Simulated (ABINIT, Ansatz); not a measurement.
# Ga2O3 (R-3c): G0W0 with ABINIT, start to end, part 2 of 3

Aim: the G0W0 gap of Ga2O3 (R-3c) on PBE, step by step.

ABINIT 10.8.3; PBE and many-body steps on it, plane waves. Known limits of the many-body steps: not at the basis limit; no spin-orbit coupling.

So far. Step 2 (Ground state): The gap is indirect, with the least direct gap 0.25 eV higher.

### Step 3. Bands along the symmetry lines

Level of this step: DFT, PBE, plane waves, norm-conserving pseudopotentials (ABINIT).

Levels along a band path, at the cheap level, show where the edges lie and whether the meshes to come will hold them.

run.abi reads:

```
acell 3*1.0 Angstrom
rprim 
  2.498699193881 1.442624652211 4.483549768500
  -2.498699193881 1.442624652211 4.483549768500
  0.000000000000 -2.885249304422 4.483549768500
ntypat 2
znucl 31 8
natom 10
typat 1 1 1 1 2 2 2 2 2 2
xred 
  0.855585580000 0.855585580000 0.855585580000
  0.644414420000 0.644414420000 0.644414420000
  0.144414420000 0.144414420000 0.144414420000
  0.355585580000 0.355585580000 0.355585580000
  0.750000000000 0.446832820000 0.053167180000
  0.446832820000 0.053167180000 0.750000000000
  0.053167180000 0.750000000000 0.446832820000
  0.250000000000 0.553167180000 0.946832820000
  0.946832820000 0.250000000000 0.553167180000
  0.553167180000 0.946832820000 0.250000000000
pp_dirpath "pseudos"
pseudos "Ga.upf, O.upf"
ecut 45
iscf -2
irdden 1
kptopt 0
nkpt 31
kpt 
  0.00000000 0.00000000 0.00000000
  0.12500000 0.12500000 0.12500000
  0.25000000 0.25000000 0.25000000
  0.37500000 0.37500000 0.37500000
  0.50000000 0.50000000 0.50000000
  0.56607847 0.43392153 0.50000000
  0.63215694 0.36784306 0.50000000
  0.69823542 0.30176458 0.50000000
  0.76431389 0.23568611 0.50000000
  0.50000000 -0.23568611 0.23568611
  0.50000000 -0.17676458 0.17676458
  0.50000000 -0.11784306 0.11784306
  0.50000000 -0.05892153 0.05892153
  0.50000000 0.00000000 0.00000000
  0.37500000 0.00000000 0.00000000
  0.25000000 0.00000000 0.00000000
  0.12500000 0.00000000 0.00000000
  0.00000000 0.00000000 0.00000000
  0.09196076 -0.09196076 0.00000000
  0.18392153 -0.18392153 0.00000000
  0.27588229 -0.27588229 0.00000000
  0.36784305 -0.36784305 0.00000000
  0.63215695 0.00000000 0.36784305
  0.59911771 0.00000000 0.40088229
  0.56607848 0.00000000 0.43392153
  0.53303924 0.00000000 0.46696076
  0.50000000 0.00000000 0.50000000
  0.37500000 0.00000000 0.37500000
  0.25000000 0.00000000 0.25000000
  0.12500000 0.00000000 0.12500000
  0.00000000 0.00000000 0.00000000
istwfk *1
nband 67
nbdbuf 2
tolwfr 1e-08
nstep 40
prtwf 0
prtvol 0
indata_prefix "in"
outdata_prefix "out"
tmpdata_prefix "tmp"
```

Run with:

```
$ OMP_NUM_THREADS=1 mpirun -n 16 abinit run.abi > log
```

Numbers of over 12 decimals in the logs are rounded to 6 here.

Output:

```text
.Version 10.8.3 of ABINIT. v10.8.2 released Aug 2026.

 Symmetries : space group R-3 c (#167); Bravais hR (rhombohedral)
[... echo of the input left out ...]
== DATASET  1 ==================================================================
-   mpi_nproc: 16, omp_nthreads: 1 (-1 if OMP is not activated)

--- !DatasetInfo
iteration_state: {dtset: 1, }
dimensions: {natom: 10, nkpt: 31, mband: 67, nsppol: 1, nspinor: 1, nspden: 1, mpw: 9463, }
cutoff_energies: {ecut:  45.0, pawecutdg:  -1.0, }
electrons: {nelect:   1.20000000E+02, charge:   0.00000000E+00, occopt:   1.00000000E+00, tsmear:   1.00000000E-02, }

 Real(R)+Recip(G) space primitive vectors, cartesian coordinates (Bohr,Bohr^-1):
 R(1)=  4.7218571  2.7261655  8.4726811  G(1)=  0.1058905  0.0611359  0.0393421
 R(2)= -4.7218571  2.7261655  8.4726811  G(2)= -0.1058905  0.0611359  0.0393421
 R(3)=  0.0000000 -5.4523310  8.4726811  G(3)=  0.0000000 -0.1222719  0.0393421
 Unit cell volume ucvol=  6.5439078E+02 bohr^3
 Angles (23,13,12)=  5.58935053E+01  5.58935053E+01  5.58935053E+01 degrees

 getcut: wavevector=  0.0000  0.0000  0.0000  ngfft=  64  64  64
         ecut(hartree)=     45.000   => boxcut(ratio)=   2.10352

--- Pseudopotential description ------------------------------------------------
- Ga Generated using ONCVPSP code by D. R. Hamann
- 31.00000  21.00000  171031                  znucl, zion, pspdat
12 -101130 2 -1 1902                          pspcod,pspxc,lmax,lloc,mmax
     nproj     2     2     2
  pspatm : epsatm=   21.85474337
         --- l  ekb(1:nproj) -->
             0    4.962806   -1.220223
             1   -5.679278   -1.350476
             2  -10.596651   -3.839775
 pspatm: atomic psp has been read  and splines computed

- O Generated using ONCVPSP code by D. R. Hamann
-  8.00000   6.00000  171031                  znucl, zion, pspdat
12 -101130 2 -1 936                           pspcod,pspxc,lmax,lloc,mmax
     nproj     2     2     1
  pspatm : epsatm=    6.17005460
         --- l  ekb(1:nproj) -->
[...]
2   -1.331955
 pspatm: atomic psp has been read  and splines computed

--------------------------------------------------------------------------------

================================================================================
 prteigrs : about to open file out_EIG
 Non-SCF case, kpt    1 (  0.00000  0.00000  0.00000), residuals and eigenvalues=
  4.59E-09  3.73E-09  3.19E-09  3.45E-09  4.95E-09  6.09E-09  6.78E-09  4.28E-09
  4.46E-09  6.69E-09  4.84E-09  6.68E-09  3.06E-09  7.93E-09  4.91E-09  9.15E-09
  1.46E-09  5.39E-09  9.15E-09  2.35E-09  2.15E-09  8.00E-09  4.42E-09  4.77E-09
[...]
-4.9858E+00 -4.9858E+00 -4.9858E+00 -4.9858E+00 -3.1735E+00 -3.1735E+00
 -3.1735E+00 -3.1734E+00 -3.1727E+00 -3.1727E+00 -3.1727E+00 -3.1727E+00
 -3.1726E+00 -3.1726E+00 -3.1726E+00 -3.1726E+00 -4.8013E-01 -4.0802E-01
[...]
1.9532E-01  2.0291E-01  2.0309E-01  2.0309E-01  2.0568E-01  2.0568E-01
  3.1837E-01  4.6000E-01  4.6610E-01  5.4100E-01  5.8939E-01  5.8940E-01
  5.9275E-01

--- !ResultsGS
iteration_state: {dtset: 1, }
comment   : Summary of ground state results
lattice_vectors:
- [  4.7218571,   2.7261655,   8.4726811, ]
- [ -4.7218571,   2.7261655,   8.4726811, ]
- [  0.0000000,  -5.4523310,   8.4726811, ]
lattice_lengths: [  10.07543,   10.07543,   10.07543, ]
lattice_angles: [ 55.894,  55.894,  55.894, ] # degrees, (23, 13, 12)
lattice_volume:   6.5439078E+02
convergence: {deltae:  0.000E+00, res2:  0.000E+00, residm:  9.991E-09, diffor:  0.000E+00, }
etotal    :  -1.09291100E+03
entropy   :   0.00000000E+00
fermie    :   2.14864216E-01
cartesian_stress_tensor: null
pressure_GPa: null
xred      :
- [  8.5559E-01,   8.5559E-01,   8.5559E-01, Ga]
- [  6.4441E-01,   6.4441E-01,   6.4441E-01, Ga]
- [  1.4441E-01,   1.4441E-01,   1.4441E-01, Ga]
- [  3.5559E-01,   3.5559E-01,   3.5559E-01, Ga]
- [  7.5000E-01,   4.4683E-01,   5.3167E-02,  O]
- [  4.4683E-01,   5.3167E-02,   7.5000E-01,  O]
- [  5.3167E-02,   7.5000E-01,   4.4683E-01,  O]
- [  2.5000E-01,   5.5317E-01,   9.4683E-01,  O]
- [  9.4683E-01,   2.5000E-01,   5.5317E-01,  O]
- [  5.5317E-01,   9.4683E-01,   2.5000E-01,  O]
cartesian_forces: null
force_length_stats: {min: null, max: null, mean: null, }

 Integrated electronic density in atomic spheres:
 ------------------------------------------------
 Atom  Sphere_radius  Integrated_density
[...]
================================================================================

 ----iterations are completed or convergence reached----

 Mean square residual over all n,k,spin=   51.808E-10; max=  99.912E-10
 reduced coordinates (array xred) for   10 atoms
[...]
cartesian coordinates (angstrom) at end:
    1     -0.000000    -0.000000    11.508182
    2     -0.000000    -0.000000     8.667792
    3     -0.000000     0.000000     1.942468
[...]
9      1.741176     0.130555     7.846212
   10     -0.983652     1.442625     7.846212
 length scales=  1.889726125908  1.889726125908  1.889726125908 bohr
              =  1.000000000000  1.000000000000  1.000000000000 angstroms
 prteigrs : about to open file out_EIG
 Eigenvalues (hartree) for nkpt=  31  k points:
 kpt#   1, nband= 67, wtk=  1.00000, kpt=  0.0000  0.0000  0.0000 (reduced coord)
[...]
kpt#   2, nband= 67, wtk=  1.00000, kpt=  0.1250  0.1250  0.1250 (reduced coord)
[...]
kpt#   3, nband= 67, wtk=  1.00000, kpt=  0.2500  0.2500  0.2500 (reduced coord)
[...]
kpt#  30, nband= 67, wtk=  1.00000, kpt=  0.1250  0.0000  0.1250 (reduced coord)
[...]
0.56621    0.58959    0.59748
 kpt#  31, nband= 67, wtk=  1.00000, kpt=  0.0000  0.0000  0.0000 (reduced coord)
[...]
0.08382    0.08382    0.09495    0.17760    0.17760    0.19532    0.19532    0.20291
   0.20309    0.20309    0.20568    0.20568    0.31837    0.46000    0.46610    0.54100
   0.58939    0.58940    0.59275

== END DATASET(S) ==============================================================
================================================================================

 -outvars: echo values of variables after computation  --------
            nband          67
             nkpt          31
          spgroup         167
 [... the other variables as echoed above ...]

 Calculation completed.
```

Wall time 56 s (16 MPI ranks of Arm Neoverse V1, shared host); peak memory 1.7 GiB.

This step gave:

```yaml
gap: 2.820 eV
k_of_the_valence_top: 0.1839, -0.1839, 0
k_of_the_conduction_bottom: 0, 0, 0
least_direct_gap: 3.066 eV
```

The gap is 2.820 eV, +0.003 eV from the run before at this level.

The electronic bands at the labelled points (eV, zero at the top of the highest filled band):

```csv
point,band 57,band 58,band 59,band 60,band 61,band 62,band 63,band 64
Γ,-0.32,-0.32,-0.25,-0.25,2.82,6.67,6.84,8.88
halfway,-0.36,-0.36,-0.21,-0.21,4.14,6.72,6.83,8.95
T,-0.30,-0.30,-0.30,-0.30,5.86,5.86,7.87,7.87
halfway,-0.78,-0.78,-0.42,-0.42,6.38,6.38,7.80,7.80
H2,-0.57,-0.57,-0.33,-0.33,6.69,6.69,7.24,7.24
jump to H0,-0.57,-0.57,-0.33,-0.33,6.69,6.69,7.24,7.24
halfway,-0.56,-0.56,-0.23,-0.23,6.41,6.41,6.91,6.91
L,-0.97,-0.97,-0.15,-0.15,6.40,6.40,6.73,6.73
halfway,-0.61,-0.55,-0.19,-0.04,4.38,6.51,7.32,8.16
Γ,-0.32,-0.32,-0.25,-0.25,2.82,6.67,6.84,8.88
halfway,-0.63,-0.25,-0.23,0.00,4.86,6.36,7.37,7.89
S0,-0.61,-0.50,-0.48,-0.17,6.49,6.60,7.17,7.20
jump to S2,-0.61,-0.50,-0.48,-0.17,6.49,6.60,7.17,7.20
halfway,-0.76,-0.65,-0.31,-0.15,6.51,6.72,7.48,7.50
F,-0.85,-0.70,-0.25,-0.14,6.54,6.73,7.59,7.69
halfway,-0.64,-0.55,-0.28,-0.23,4.69,6.60,7.40,8.32
Γ,-0.32,-0.32,-0.25,-0.25,2.82,6.67,6.84,8.88
```

### Step 4. Empty states on the mesh, 4×4×4 mesh, 555 bands

The sums over transitions need many empty states on a uniform mesh; this step solves for them.

run.abi reads:

```
acell 3*1.0 Angstrom
rprim 
  2.498699193881 1.442624652211 4.483549768500
  -2.498699193881 1.442624652211 4.483549768500
  0.000000000000 -2.885249304422 4.483549768500
ntypat 2
znucl 31 8
natom 10
typat 1 1 1 1 2 2 2 2 2 2
xred 
  0.855585580000 0.855585580000 0.855585580000
  0.644414420000 0.644414420000 0.644414420000
  0.144414420000 0.144414420000 0.144414420000
  0.355585580000 0.355585580000 0.355585580000
  0.750000000000 0.446832820000 0.053167180000
  0.446832820000 0.053167180000 0.750000000000
  0.053167180000 0.750000000000 0.446832820000
  0.250000000000 0.553167180000 0.946832820000
  0.946832820000 0.250000000000 0.553167180000
  0.553167180000 0.946832820000 0.250000000000
pp_dirpath "pseudos"
pseudos "Ga.upf, O.upf"
ecut 45
ngkpt 4 4 4
nshiftk 1
shiftk 0 0 0
kptopt 1
chksymbreak 0
iscf -2
irdden 1
istwfk *1
nband 555
nbdbuf 50
tolwfr 1e-09
nstep 60
prtvol 0
indata_prefix "in"
outdata_prefix "out"
tmpdata_prefix "tmp"
```

Output:

```text
.Version 10.8.3 of ABINIT. v10.8.2 released Aug 2026.

 Symmetries : space group R-3 c (#167); Bravais hR (rhombohedral)
[... echo of the input left out ...]
== DATASET  1 ==================================================================
-   mpi_nproc: 16, omp_nthreads: 1 (-1 if OMP is not activated)
-    --> not optimal distribution: autoparal keyword recommended in input file <--

--- !DatasetInfo
iteration_state: {dtset: 1, }
dimensions: {natom: 10, nkpt: 13, mband: 555, nsppol: 1, nspinor: 1, nspden: 1, mpw: 9454, }
cutoff_energies: {ecut:  45.0, pawecutdg:  -1.0, }
electrons: {nelect:   1.20000000E+02, charge:   0.00000000E+00, occopt:   1.00000000E+00, tsmear:   1.00000000E-02, }

 Real(R)+Recip(G) space primitive vectors, cartesian coordinates (Bohr,Bohr^-1):
 R(1)=  4.7218571  2.7261655  8.4726811  G(1)=  0.1058905  0.0611359  0.0393421
 R(2)= -4.7218571  2.7261655  8.4726811  G(2)= -0.1058905  0.0611359  0.0393421
 R(3)=  0.0000000 -5.4523310  8.4726811  G(3)=  0.0000000 -0.1222719  0.0393421
 Unit cell volume ucvol=  6.5439078E+02 bohr^3
 Angles (23,13,12)=  5.58935053E+01  5.58935053E+01  5.58935053E+01 degrees

 getcut: wavevector=  0.0000  0.0000  0.0000  ngfft=  64  64  64
         ecut(hartree)=     45.000   => boxcut(ratio)=   2.10352

--- Pseudopotential description ------------------------------------------------
- Ga Generated using ONCVPSP code by D. R. Hamann
- 31.00000  21.00000  171031                  znucl, zion, pspdat
12 -101130 2 -1 1902                          pspcod,pspxc,lmax,lloc,mmax
     nproj     2     2     2
  pspatm : epsatm=   21.85474337
         --- l  ekb(1:nproj) -->
             0    4.962806   -1.220223
             1   -5.679278   -1.350476
             2  -10.596651   -3.839775
 pspatm: atomic psp has been read  and splines computed

- O Generated using ONCVPSP code by D. R. Hamann
-  8.00000   6.00000  171031                  znucl, zion, pspdat
12 -101130 2 -1 936                           pspcod,pspxc,lmax,lloc,mmax
     nproj     2     2     1
  pspatm : epsatm=    6.17005460
         --- l  ekb(1:nproj) -->
[...]
2   -1.331955
 pspatm: atomic psp has been read  and splines computed

--------------------------------------------------------------------------------

================================================================================
 prteigrs : about to open file out_EIG
 Non-SCF case, kpt    1 (  0.00000  0.00000  0.00000), residuals and eigenvalues=
  5.26E-11  5.64E-11  5.63E-11  5.77E-11  3.00E-10  3.48E-10  4.16E-10  4.83E-10
  3.10E-10  3.88E-10  3.48E-10  2.54E-10  3.81E-10  3.44E-10  3.36E-10  3.60E-10
  4.94E-10  4.79E-10  9.30E-10  6.23E-10  4.17E-10  6.78E-10  2.22E-10  3.24E-10
[...]
-4.9858E+00 -4.9858E+00 -4.9858E+00 -4.9858E+00 -3.1735E+00 -3.1735E+00
 -3.1735E+00 -3.1734E+00 -3.1727E+00 -3.1727E+00 -3.1727E+00 -3.1727E+00
 -3.1726E+00 -3.1726E+00 -3.1726E+00 -3.1726E+00 -4.8013E-01 -4.0802E-01
[...]
6.0153E+00  6.0328E+00  6.0331E+00  6.0346E+00  6.0453E+00  6.0456E+00
  6.0482E+00  6.0612E+00  6.0616E+00  6.0740E+00  6.0764E+00  6.0898E+00
[...]
prteigrs : prtvol=0 or 1, do not print more k-points.

--- !ResultsGS
iteration_state: {dtset: 1, }
comment   : Summary of ground state results
lattice_vectors:
- [  4.7218571,   2.7261655,   8.4726811, ]
- [ -4.7218571,   2.7261655,   8.4726811, ]
- [  0.0000000,  -5.4523310,   8.4726811, ]
lattice_lengths: [  10.07543,   10.07543,   10.07543, ]
lattice_angles: [ 55.894,  55.894,  55.894, ] # degrees, (23, 13, 12)
lattice_volume:   6.5439078E+02
convergence: {deltae:  0.000E+00, res2:  0.000E+00, residm:  9.984E-10, diffor:  0.000E+00, }
etotal    :  -1.09291100E+03
entropy   :   0.00000000E+00
fermie    :   2.14864216E-01
cartesian_stress_tensor: null
pressure_GPa: null
xred      :
- [  8.5559E-01,   8.5559E-01,   8.5559E-01, Ga]
- [  6.4441E-01,   6.4441E-01,   6.4441E-01, Ga]
- [  1.4441E-01,   1.4441E-01,   1.4441E-01, Ga]
- [  3.5559E-01,   3.5559E-01,   3.5559E-01, Ga]
- [  7.5000E-01,   4.4683E-01,   5.3167E-02,  O]
- [  4.4683E-01,   5.3167E-02,   7.5000E-01,  O]
- [  5.3167E-02,   7.5000E-01,   4.4683E-01,  O]
- [  2.5000E-01,   5.5317E-01,   9.4683E-01,  O]
- [  9.4683E-01,   2.5000E-01,   5.5317E-01,  O]
- [  5.5317E-01,   9.4683E-01,   2.5000E-01,  O]
cartesian_forces: null
force_length_stats: {min: null, max: null, mean: null, }

 Integrated electronic density in atomic spheres:
 ------------------------------------------------
 Atom  Sphere_radius  Integrated_density
[...]
================================================================================

 ----iterations are completed or convergence reached----

 Mean square residual over all n,k,spin=   34.483E-11; max=  99.837E-11
 reduced coordinates (array xred) for   10 atoms
[...]
0.553167180000      0.946832820000      0.250000000000

 cartesian coordinates (angstrom) at end:
    1     -0.000000    -0.000000    11.508182
    2     -0.000000    -0.000000     8.667792
    3     -0.000000     0.000000     1.942468
[...]
9      1.741176     0.130555     7.846212
   10     -0.983652     1.442625     7.846212
 length scales=  1.889726125908  1.889726125908  1.889726125908 bohr
              =  1.000000000000  1.000000000000  1.000000000000 angstroms
 prteigrs : about to open file out_EIG
 Eigenvalues (hartree) for nkpt=  13  k points:
 kpt#   1, nband=555, wtk=  0.01563, kpt=  0.0000  0.0000  0.0000 (reduced coord)
[...]
5.98431    5.99268    5.99270    6.00342    6.01527    6.03279    6.03307    6.03463
   6.04532    6.04556    6.04816    6.06117    6.06160    6.07400    6.07644    6.08977
   6.09767    6.11006    6.12649
 prteigrs : prtvol=0 or 1, do not print more k-points.

== END DATASET(S) ==============================================================
================================================================================

 -outvars: echo values of variables after computation  --------
            nband         555
             nkpt          13
          spgroup         167
 [... the other variables as echoed above ...]

 Calculation completed.
```

Wall time 12 min (16 MPI ranks); peak memory 2.7 GiB; 3.2 h of CPU time.

Numbers from this step:

* gap: 2.857 eV
* k of the valence top: 0.25, 0, 0
* k of the conduction bottom: 0, 0, 0
* least direct gap: 3.066 eV
* k points computed: 13
* lowest point of the top converged band, above the valence top: 149.6019 eV

On this mesh the gap is 2.857 eV. The earlier step found 2.817 eV, so this mesh misses an edge.

### Step 5. Screening, 4×4×4 mesh, 241 bands, screening to 141.5 eV

The RPA dielectric matrix is built and inverted for each q.

This step: RPA screening on PBE, plane waves, norm-conserving pseudopotentials.

run.abi, as its differences from that of step 4:

```diff
@@ -28,10 +28,11 @@
 chksymbreak 0
-iscf -2
-irdden 1
 istwfk *1
-nband 555
-nbdbuf 50
-tolwfr 1e-09
-nstep 60
-prtvol 0
+occopt 1
+irdwfk 1
+optdriver 3
+nband 241
+ecuteps 5.2
+inclvkb 2
+awtr 1
+symchi 1
 indata_prefix "in"
```

Output:

```text
.Version 10.8.3 of ABINIT. v10.8.2 released Aug 2026.

 Symmetries : space group R-3 c (#167); Bravais hR (rhombohedral)
[... echo of the input left out ...]
== DATASET  1 ==================================================================
-   mpi_nproc: 16, omp_nthreads: 1 (-1 if OMP is not activated)

--- !DatasetInfo
iteration_state: {dtset: 1, }
dimensions: {natom: 10, nkpt: 13, mband: 241, nsppol: 1, nspinor: 1, nspden: 1, mpw: 9454, }
cutoff_energies: {ecut:  45.0, pawecutdg:  -1.0, }
electrons: {nelect:   1.20000000E+02, charge:   0.00000000E+00, occopt:   1.00000000E+00, tsmear:   1.00000000E-02, }

 SCREENING: Calculation of the susceptibility and dielectric matrices

 Based on a program developped by R.W. Godby, V. Olevano, G. Onida, and L. Reining.
 Incorporated in ABINIT by V. Olevano, G.-M. Rignanese, and M. Torrent.
.Using double precision arithmetic ; gwpc =  8

[... cell and pseudopotentials left out ...]
--------------------------------------------------------------------------------

 ==== K-mesh for the wavefunctions ====
 Number of points in the irreducible wedge :    13
[... list of points left out ...]
 Together with 12 symmetry operations and time-reversal symmetry
 yields    64 points in the full Brillouin Zone.

 ==== Q-mesh for the screening function ====
 Number of points in the irreducible wedge :    13
[... list of points left out ...]
 Together with 12 symmetry operations and time-reversal symmetry
 yields    64 points in the full Brillouin Zone.

 setmesh: FFT mesh size selected  =    48x   48x   48
          total number of points  =       110592

 vcoul_init : cutoff-mode = AUXILIARY_FUNCTION
 q-points for optical limit:   1
     1)      0.000010    0.000020    0.000030

- screening: taking advantage of time-reversal symmetry
- Maximum band index for partially occupied states nbvw = 60
- Remaining bands to be divided among processors   nbcw = 181
- Number of bands treated by each node ~11

 Number of electrons calculated from density =  120.0000; Expected =  120.0000
 average of density, n =  0.183377
 r_s =    1.0919
 omega_plasma =   41.3074 [eV]

 calculating chi0 at frequencies [eV] :
  1    0.000000E+00    0.000000E+00
  2    0.000000E+00    4.130738E+01

--------------------------------------------------------------------------------
  q-point number  1        q = ( 0.000000, 0.000000, 0.000000) [r.l.u.]
--------------------------------------------------------------------------------
[... chi0 elements left out ...]
 For q-point:  0.000010 0.000020 0.000030
  dielectric constant =   4.1661
  dielectric constant without local fields =   4.3677

  Average fulfillment of the sum rule on Im[epsilon] for q-point    1 :     40.91  [%]
[... wings left out ...]
  q-point number  2        q = ( 0.250000, 0.000000, 0.000000) [r.l.u.]
--------------------------------------------------------------------------------
[... chi0 elements left out ...]
  Average fulfillment of the sum rule on Im[epsilon] for q-point    2 :     46.78  [%]

 [... 11 further q-points ...]
```

Elapsed: 29 min, on 16 MPI ranks; peak memory 30 GiB.

Numbers from this step:

| Quantity | Value |
| --- | --- |
| ε∞ with local fields, on this mesh, along the program's q direction | 4.166 |
| the same without local fields | 4.368 |
| plasma frequency | 41.31 eV |
| plane waves in the screening matrix | 363 |

Local fields lower ε∞ by 5 %.

(Part 2 of 3 ends here.)

[Paths, hosts, dates, memory and timing lines, banners, echoed tables and standing remarks are left out of the program output.]

[Logs are printed without paths, hosts, clocks, repeated set-up lines and the standing remarks that a program may print on its own settings, such as how far it seeks lower states.]

[Runs of the session that timed out or met a known fault of the program may be left out.]

[Hosts, paths, dates, database ids (printed as entryN), source tags and the programs' standing remarks are cut or masked in the printed files.]

[G0W0 gaps are taken among the corrected bands and points alone; a level outside them can change the order at an edge.]

[Where Ansatz stands beside ABINIT at settings called matched, ABINIT's density can come from a denser mesh and the files from another edition; pairs whose starting gaps differed by over 0.03 eV were left out, so agreement reads better than it is.]
